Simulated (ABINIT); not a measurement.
An input for ABINIT 10.8.3 (K2LiScF6 (Fm-3m)):

```
acell 3*1.0 Angstrom
rprim 
  -0.000000000000 4.144804000000 4.144804000000
  4.144804000000 -0.000000000000 4.144804000000
  4.144804000000 4.144804000000 -0.000000000000
ntypat 4
znucl 19 3 21 9
natom 10
typat 1 1 2 3 4 4 4 4 4 4
xred 
  0.250000000000 0.250000000000 0.250000000000
  0.750000000000 0.750000000000 0.750000000000
  0.500000000000 0.500000000000 0.500000000000
  -0.000000000000 -0.000000000000 -0.000000000000
  0.245587000000 0.245587000000 0.754413000000
  0.245587000000 0.754413000000 0.754413000000
  0.754413000000 0.754413000000 0.245587000000
  0.245587000000 0.754413000000 0.245587000000
  0.754413000000 0.245587000000 0.754413000000
  0.754413000000 0.245587000000 0.245587000000
pp_dirpath "pseudos"
pseudos "K.upf, Li.upf, Sc.upf, F.upf"
ecut 36
ngkpt 2 2 2
nshiftk 1
shiftk 0 0 0
kptopt 1
chksymbreak 0
istwfk *1
occopt 1
irdwfk 1
optdriver 3
nband 84
ecuteps 3.2
inclvkb 2
awtr 1
symchi 1
indata_prefix "in"
outdata_prefix "out"
tmpdata_prefix "tmp"
```

```sh
OMP_NUM_THREADS=1 mpirun -n 4 abinit run.abi > log
```

**Question.** How long will it take on 4 MPI ranks of Arm Neoverse V2, shared host, and how much memory?

It took 20 s; on shared hardware allow 10 s to 41 s. Peak host memory was 1.5 GiB.

[Paths, hosts, dates, memory and timing lines, banners, echoed tables and standing remarks are left out of the program output.]

[Logs are printed without paths, hosts, clocks, repeated set-up lines and the standing remarks that a program may print on its own settings, such as how far it seeks lower states.]

[Runs of the session that timed out or met a known fault of the program may be left out.]

[Hosts, paths, dates, database ids (printed as entryN), source tags and the programs' standing remarks are cut or masked in the printed files.]

[G0W0 gaps are taken among the corrected bands and points alone; a level outside them can change the order at an edge.]

[Where Ansatz stands beside ABINIT at settings called matched, ABINIT's density can come from a denser mesh and the files from another edition; pairs whose starting gaps differed by over 0.03 eV were left out, so agreement reads better than it is.]
